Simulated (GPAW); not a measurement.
# Quasiparticle gap of RbCaH3 (Pm-3m) in GPAW

How does a plane-wave GW calculation on RbCaH3 (Pm-3m) run from the first input to the gap?

Calculated with GPAW 26.7.0; LDA and many-body steps on it, plane waves.

### 1. The structure

The structure is cubic, space group Pm-3m (No. 221). The conventional cell has a = 4.547 Å, b = 4.547 Å, c = 4.547 Å, α = 90.00°, β = 90.00°, γ = 90.00°. Nearest to Rb lie 12 H at 3.22 Å. Ca has 6 H at 2.27 Å nearest. Nearest to H lie 2 Ca at 2.27 Å and 8 H at 3.22 Å and 4 Rb at 3.22 Å. Farther neighbours are not listed.

The cell and positions come from the Crystallography Open Database and are kept as given unless a step says otherwise.

### 2. Ground state

This step: GPAW 26.7.0; DFT, LDA, plane waves, PAW.

The ground-state density comes first.

The input, run.py:

```python
import json
import numpy as np
from gpaw.mpi import world
from ase import Atoms
from gpaw import GPAW, PW, FermiDirac

atoms = Atoms(['Rb', 'Ca', 'H', 'H', 'H'],
    cell=[[4.5470000000, 0.0000000000, 0.0000000000],
      [0.0000000000, 4.5470000000, 0.0000000000],
      [0.0000000000, 0.0000000000, 4.5470000000]],
    scaled_positions=[[0.0000000000, 0.0000000000, 0.0000000000],
      [0.5000000000, 0.5000000000, 0.5000000000],
      [0.0000000000, 0.5000000000, 0.5000000000],
      [0.5000000000, 0.0000000000, 0.5000000000],
      [0.5000000000, 0.5000000000, 0.0000000000]],
    pbc=(True, True, True))
calc = GPAW(mode=PW(600),
    xc='LDA',
    kpts={'size': (6, 6, 6), 'gamma': True},
    occupations=FermiDirac(0.001),
    nbands=-8,
    convergence={'density': 1e-6, 'bands': -3},
    maxiter=100,
    txt='gs.txt')
atoms.calc = calc
res = {'energy': atoms.get_potential_energy()}
kpts = calc.get_ibz_k_points()
res['kpts'] = kpts
res['eigenvalues'] = [calc.get_eigenvalues(kpt=k) for k in range(len(kpts))]
res['n_electrons'] = calc.get_number_of_electrons()
calc.write('gs.gpw')

if world.rank == 0:
    with open('result.json', 'w') as f:
        json.dump(res, f, default=lambda x: x.tolist())
```

On the command line:

```sh
mpirun -n 4 gpaw python run.py
```

Numbers of over 12 decimals in the logs are rounded to 6 here.

Output:

```text
__  _  _
 | _ |_)|_||  |
 |__||  | ||/\| - 26.7.0

Input parameters:
  mode=PW(ecut=600.0),
  convergence={'density': 1e-06, 'bands': -3},
  kpts=MonkhorstPack(size=(6, 6, 6), gamma=True),
  maxiter=100,
  nbands=-8,
  occupations=Occupations(name='fermi-dirac', width=0.001, fixmagmom=False),
  xc=XC(name='LDA')
  [... matrices ...]
Diagonalizing LCAO Hamiltonian
Converting LCAO to pw mode
    .----------.
   /|          |
  / |          |
 *  |          |
 |  |          |
 | H|   Ca     |
 |  .--H-------.
 | /    H     /
 |/          /
 Rb---------*

Atoms  # Å, Bohr magnetons
|   | symbol |        x |        y |        z |    initial magnetic moments |
| 0 |     Rb | 0.000000 | 0.000000 | 0.000000 | ( 0.0000,  0.0000,  0.0000) |
| 1 |     Ca | 2.273500 | 2.273500 | 2.273500 | ( 0.0000,  0.0000,  0.0000) |
| 2 |      H | 0.000000 | 2.273500 | 2.273500 | ( 0.0000,  0.0000,  0.0000) |
| 3 |      H | 2.273500 | 0.000000 | 2.273500 | ( 0.0000,  0.0000,  0.0000) |
| 4 |      H | 2.273500 | 2.273500 | 0.000000 | ( 0.0000,  0.0000,  0.0000) |

Unit cell  # Å
| periodic |        x |        y |        z |  lengths |    angles |
|      yes | 4.547000 | 0.000000 | 0.000000 | 4.547000 | 90.000000 |
|      yes | 0.000000 | 4.547000 | 0.000000 | 4.547000 | 90.000000 |
|      yes | 0.000000 | 0.000000 | 4.547000 | 4.547000 | 90.000000 |

Number of symmetries: 48
Symmetry operations  # r_c * U_cc + t_c -> r_c
|    | kind |            matrix            |
|  0 |  E   |  1, 0, 0,  0, 1, 0,  0, 0, 1 |
|  1 |  σ   |  1, 0, 0,  0, 1, 0,  0, 0,-1 |
|  2 |  σ   |  1, 0, 0,  0, 0, 1,  0, 1, 0 |
|  3 |  C4  |  1, 0, 0,  0, 0, 1,  0,-1, 0 |
|  4 |  C4  |  1, 0, 0,  0, 0,-1,  0, 1, 0 |
|  5 |  σ   |  1, 0, 0,  0, 0,-1,  0,-1, 0 |
|  6 |  σ   |  1, 0, 0,  0,-1, 0,  0, 0, 1 |
|  7 |  C2  |  1, 0, 0,  0,-1, 0,  0, 0,-1 |
|  8 |  σ   |  0, 1, 0,  1, 0, 0,  0, 0, 1 |
|  9 |  C2  |  0, 1, 0,  1, 0, 0,  0, 0,-1 |
| 10 |  C3  |  0, 1, 0,  0, 0, 1,  1, 0, 0 |
| 11 |  S6  |  0, 1, 0,  0, 0, 1, -1, 0, 0 |
| 12 |  S6  |  0, 1, 0,  0, 0,-1,  1, 0, 0 |
| 13 |  C3  |  0, 1, 0,  0, 0,-1, -1, 0, 0 |
| 14 |  C4  |  0, 1, 0, -1, 0, 0,  0, 0, 1 |
| 15 |  S4  |  0, 1, 0, -1, 0, 0,  0, 0,-1 |
| 16 |  C3  |  0, 0, 1,  1, 0, 0,  0, 1, 0 |
| 17 |  S6  |  0, 0, 1,  1, 0, 0,  0,-1, 0 |
| 18 |  σ   |  0, 0, 1,  0, 1, 0,  1, 0, 0 |
| 19 |  C4  |  0, 0, 1,  0, 1, 0, -1, 0, 0 |
| 20 |  C2  |  0, 0, 1,  0,-1, 0,  1, 0, 0 |
| 21 |  S4  |  0, 0, 1,  0,-1, 0, -1, 0, 0 |
| 22 |  S6  |  0, 0, 1, -1, 0, 0,  0, 1, 0 |
| 23 |  C3  |  0, 0, 1, -1, 0, 0,  0,-1, 0 |
| 24 |  S6  |  0, 0,-1,  1, 0, 0,  0, 1, 0 |
| 25 |  C3  |  0, 0,-1,  1, 0, 0,  0,-1, 0 |
| 26 |  C4  |  0, 0,-1,  0, 1, 0,  1, 0, 0 |
| 27 |  σ   |  0, 0,-1,  0, 1, 0, -1, 0, 0 |
| 28 |  S4  |  0, 0,-1,  0,-1, 0,  1, 0, 0 |
| 29 |  C2  |  0, 0,-1,  0,-1, 0, -1, 0, 0 |
| 30 |  C3  |  0, 0,-1, -1, 0, 0,  0, 1, 0 |
| 31 |  S6  |  0, 0,-1, -1, 0, 0,  0,-1, 0 |
| 32 |  C4  |  0,-1, 0,  1, 0, 0,  0, 0, 1 |
| 33 |  S4  |  0,-1, 0,  1, 0, 0,  0, 0,-1 |
| 34 |  S6  |  0,-1, 0,  0, 0, 1,  1, 0, 0 |
| 35 |  C3  |  0,-1, 0,  0, 0, 1, -1, 0, 0 |
| 36 |  C3  |  0,-1, 0,  0, 0,-1,  1, 0, 0 |
| 37 |  S6  |  0,-1, 0,  0, 0,-1, -1, 0, 0 |
| 38 |  σ   |  0,-1, 0, -1, 0, 0,  0, 0, 1 |
| 39 |  C2  |  0,-1, 0, -1, 0, 0,  0, 0,-1 |
| 40 |  σ   | -1, 0, 0,  0, 1, 0,  0, 0, 1 |
| 41 |  C2  | -1, 0, 0,  0, 1, 0,  0, 0,-1 |
| 42 |  C2  | -1, 0, 0,  0, 0, 1,  0, 1, 0 |
| 43 |  S4  | -1, 0, 0,  0, 0, 1,  0,-1, 0 |
| 44 |  S4  | -1, 0, 0,  0, 0,-1,  0, 1, 0 |
| 45 |  C2  | -1, 0, 0,  0, 0,-1,  0,-1, 0 |
| 46 |  C2  | -1, 0, 0,  0,-1, 0,  0, 0, 1 |
| 47 |  i   | -1, 0, 0,  0,-1, 0,  0, 0,-1 |

BZ-sampling:
  Number of BZ points: 216
  Number of IBZ points: 20

  Monkhorst-Pack size: [6, 6, 6]
  Monkhorst-Pack shift: [0.083333, 0.083333, 0.083333]

K-points  # in reciprocal-cell coordinates
|     |                                coordinates |     weight |
|   0 | (  0.00000000,   0.00000000,   0.00000000) | 0.00462963 |
|   1 | (  0.16666667,   0.00000000,   0.00000000) | 0.02777778 |
|   2 | (  0.16666667,   0.16666667,   0.00000000) | 0.05555556 |
|   3 | (  0.16666667,   0.16666667,   0.16666667) | 0.03703704 |
|   4 | (  0.33333333,   0.00000000,   0.00000000) | 0.02777778 |
|   5 | (  0.33333333,   0.16666667,   0.00000000) | 0.11111111 |
|   6 | (  0.33333333,   0.16666667,   0.16666667) | 0.11111111 |
|   7 | (  0.33333333,   0.33333333,   0.00000000) | 0.05555556 |
|   8 | (  0.33333333,   0.33333333,   0.16666667) | 0.11111111 |
|   9 | (  0.33333333,   0.33333333,   0.33333333) | 0.03703704 |
| ... |                                            |            |
|  19 | (  0.50000000,   0.50000000,   0.50000000) | 0.00462963 |

Plane wave coefficients: 3178
Cutoff: 600.0 eV

Spin-components: 1 (collinear spins)
Bands:           19
Projectors:      19
Spin-degeneracy: 2
Datatype:        complex128

  Storage: CPU
  Wave functions: 18_963_520 bytes (4_740_880 per core)
  Projectors: 26_948_160 bytes (6_737_040 per core)
  [... matrices ...]
Parallelization:
  kpt:    4
  domain: 1
  band:   1

Density:
  Valence electrons: 22.0
  Components: 1
  Grid points: [27 27 27]
  Charge: 0.0  # |e|

Potential:
  Grid points: [27 27 27]

species:
  Rb:
    name:    Rubidium
    Z:       37.0
    valence: 9
    core:    28
    charge:  0.0  # [|e|]
    compensation charges:
      type: gauss
      rc: 0.38  # [Å]
      lmax: 2
    cutoffs:
      filter: 2.43  # [Å]
      core: 1.99  # [Å]
    projectors
    | kind |    occ | energy [eV] | rcut [Å] |
    |   4s |  2.000 |     -31.956 |    1.376 |
    |   5s |  1.000 |      -2.362 |    1.376 |
    |   4p |  6.000 |     -16.035 |    1.270 |
    |    p |        |      11.177 |    1.270 |
    |    d |        |       0.000 |    1.217 |

    Using partial waves for Rb as LCAO basis

  Ca:
    name:    Calcium
    Z:       20.0
    valence: 10
    core:    10
    charge:  0.0  # [|e|]
    compensation charges:
      type: gauss
      rc: 0.37  # [Å]
      lmax: 2
    cutoffs:
      filter: 2.10  # [Å]
      core: 1.17  # [Å]
    projectors
    | kind |    occ | energy [eV] | rcut [Å] |
    |   3s |  2.000 |     -46.826 |    1.175 |
    |   4s |  2.000 |      -3.864 |    1.175 |
    |   3p |  6.000 |     -27.986 |    1.154 |
    |    p |        |      -0.774 |    1.154 |
    |    d |        |       0.000 |    0.937 |

    Using partial waves for Ca as LCAO basis

  H:
    name:    Hydrogen
    Z:       1.0
    valence: 1
    core:    0
    charge:  0.0  # [|e|]
    compensation charges:
      type: gauss
      rc: 0.15  # [Å]
      lmax: 2
    cutoffs:
      filter: 0.85  # [Å]
      core: 0.53  # [Å]
    projectors
    | kind |    occ | energy [eV] | rcut [Å] |
    |   1s |  1.000 |      -6.353 |    0.476 |
    |    s |        |      20.858 |    0.476 |
    |    p |        |       0.000 |    0.476 |

    Using partial waves for H as LCAO basis

Reference energy: -99509.556440  # eV

eigensolver:
  PPCG
  Converge bands: -3
  niter=2

density mixing:
  MSR1-Mixer
  Pratt-step length: 0.05
  Maximum mixing coefficient: 0.75
  Old densities: 10
  SVD Regularization: 0.005
  Good broyden scale: 1.0
  Trust region scale: 1.0
  Backstep threshold: 4.0
  History deletion threshold: 6.0
  Fourier metric: weight=20.0, sigma=0.015

occupation numbers:
  Fermi-Dirac:
    width: 0.0010  # eV

poisson solver:
  ecut: 4800.0  # eV

xc functional:
  name: None

Initialization done in: 1.260 s

convergence criteria:
- Maximum integral of absolute [dens]ity change: 1e-06 electrons / valence electron
- Maximum [total energy] change in last 3 cyles: 0.0005 eV / valence electron
- Maximum integral of absolute [eigenst]ate change: 4e-08 eV^2 / valence electron
maximum number of iterations: 100

SCF iterations
|iter     |     time |      energy | eigst |  dens |
|iter:   1|  |  -17.526982 | +1.72 |       |
|iter:   2|  |  -17.309195 | +0.66 | -0.93 |
|iter:   3|  |  -15.913422 | -0.13 | -0.96 |
|iter:   4|  |  -15.902278 | -0.71 | -1.71 |
|iter:   5|  |  -15.903968 | -0.88 | -2.08 |
|iter:   6|  |  -15.904394c| -1.22 | -2.44 |
|iter:   7|  |  -15.904394c| -2.11 | -3.81 |
|iter:   8|  |  -15.904394c| -3.01 | -4.27 |
|iter:   9|  |  -15.904394c| -3.90 | -5.37 |
|iter:  10|  |  -15.904394c| -4.93 | -6.06c|
|iter:  11|  |  -15.904394c| -5.78 | -6.86c|
|iter:  12|  |  -15.904394c| -6.72 | -7.43c|
|iter:  13|  |  -15.904394c| -7.36 | -8.68c|
|iter:  14|  |  -15.904394c| -7.97c| -9.16c|

Converged in 14 steps
SCF loop duration: 8.005 s (0.572 s/step)
Energy contributions relative to reference atoms: (reference = -99509.556440)
  [... matrices ...]
Energy contributions:
  Kinetic:           9.825453
  Coulomb:          -8.896255
  Zero:             -0.618504
  External:          0.000000
  Xc:              -16.215087
  Entropy:          -0.000000
  Spinorbit:         0.000000
  ----------------------------
  Free energy:     -15.904394
  Extrapolated:    -15.904394

dipole moment: (-19.541142, -19.541142, -19.541142)  # |e|*Ang

Fermi level: 1.867
Eigenvalues  # (at kpt = [0.000, 0.000, 0.000])
| band index |      eig [eV] | occ [0-2] |
|          0 |       -37.874 |     2.000 |
|        ... |               |           |
|          3 |       -19.164 |     2.000 |
|          4 |       -19.164 |     2.000 |
|          5 |        -8.993 |     2.000 |
|          6 |        -8.993 |     2.000 |
|          7 |        -8.993 |     2.000 |
|          8 |        -2.485 |     2.000 |
|          9 |        -0.024 |     2.000 |
|         10 |        -0.024 |     2.000 |
|         11 |         6.217 |     0.000 |
|         12 |         6.217 |     0.000 |
|         13 |         6.217 |     0.000 |
|         14 |         7.535 |     0.000 |
|         15 |         7.535 |     0.000 |
|         16 |         7.535 |     0.000 |
|         17 |         7.611 |     0.000 |
|         18 |         7.611 |     0.000 |

Gap: 2.949 eV
Transition (v -> c):
  (s=0, k=16, n=10, [0.50, 0.50, 0.00]) -> (s=0, k=16, n=11, [0.50, 0.50, 0.00])
No difference between direct/indirect transitions
# Writing to gs.gpw (mode='')
  [... matrices ...]
```

It took 11 s on 4 MPI ranks of Arm Neoverse V1, shared host; peak memory 0.7 GiB.

Numbers from this step:

| Item | Value |
| --- | --- |
| total energy | -15.90 eV |
| gap | 2.949 eV |
| k of the valence top | 0.5, 0.5, 0 |
| k of the conduction bottom | 0.5, 0.5, 0 |
| least direct gap | 2.949 eV |

The gap is direct, at (0.500, 0.500, 0.000).

### 3. Empty states on the mesh, 4×4×4 mesh, 326 bands

The sums over transitions need many empty states on a uniform mesh; this step solves for them.

The input, run.py:

```python
import json
import numpy as np
from gpaw.mpi import world
from gpaw import GPAW

calc = GPAW('gs.gpw').fixed_density(kpts={'size': (4, 4, 4), 'gamma': True},
    parallel={'domain': 1, 'band': 1},
    txt='nscf.txt')
calc.diagonalize_full_hamiltonian(nbands=326)
calc.write('full.gpw', mode='all')
res = {}
kpts = calc.get_ibz_k_points()
res['kpts'] = kpts
res['eigenvalues'] = [calc.get_eigenvalues(kpt=k) for k in range(len(kpts))]
res['n_electrons'] = calc.get_number_of_electrons()

if world.rank == 0:
    with open('result.json', 'w') as f:
        json.dump(res, f, default=lambda x: x.tolist())
```

On the command line:

```sh
mpirun -n 4 gpaw python run.py
```

Output:

```text
Diagonalizing LCAO Hamiltonian
Converting LCAO to pw mode
convergence criteria:
- Maximum integral of absolute [eigenst]ate change: 4e-08 eV^2 / valence electron
maximum number of iterations: 100

SCF iterations
|iter     |     time |      energy | eigst |  dens |
|iter:   1|  |             | +1.62 |       |
|iter:   2|  |             | +0.43 |       |
|iter:   3|  |             | -0.30 |       |
[...]
|iter:  17|  |             | -7.10 |       |
|iter:  18|  |             | -7.35 |       |
|iter:  19|  |             | -7.66c|       |
SCF steps: 19
  __  _  _
 | _ |_)|_||  |
 |__||  | ||/\| - 26.7.0

Input parameters:
  mode=PW(ecut=600.0),
  convergence={'density': 1e-06, 'bands': -3},
  gpts=array([27, 27, 27]),
  kpts=MonkhorstPack(size=(4, 4, 4), gamma=True),
  maxiter=100,
  nbands=19,
  occupations=Occupations(name='fermi-dirac', width=0.001, fixmagmom=False),
  parallel={'domain': 1, 'band': 1},
  xc=XC(name='LDA')
Matrix size: 3119x3119
# Writing to full.gpw (mode='all')
  [... matrices ...]

timing:  # [seconds]
  Total: 84.745  # ━━━━━━━━━━━━━━━━━━━━━━━━━━━━━━━━━━━━━━━━━━━━━━━━━━━━━━━━━━
```

It took 93 s on 4 MPI ranks; peak memory 3.8 GiB.

This step gave:

| Item | Value |
| --- | --- |
| gap | 2.949 eV |
| k of the valence top | 0.5, 0.5, 0 |
| k of the conduction bottom | 0.5, 0.5, 0 |
| least direct gap | 2.949 eV |
| k points computed | 10 |
| lowest point of the top converged band, above the valence top | 124.2785 eV |

On this mesh the gap is 2.949 eV.

[end of part 1 of 2]

[Paths, hosts, dates, memory and timing lines, banners, echoed tables and standing remarks are left out of the program output.]

[Logs are printed without paths, hosts, clocks, repeated set-up lines and the standing remarks that a program may print on its own settings, such as how far it seeks lower states.]

[Runs of the session that timed out or met a known fault of the program may be left out.]

[Hosts, paths, dates, database ids (printed as entryN), source tags and the programs' standing remarks are cut or masked in the printed files.]
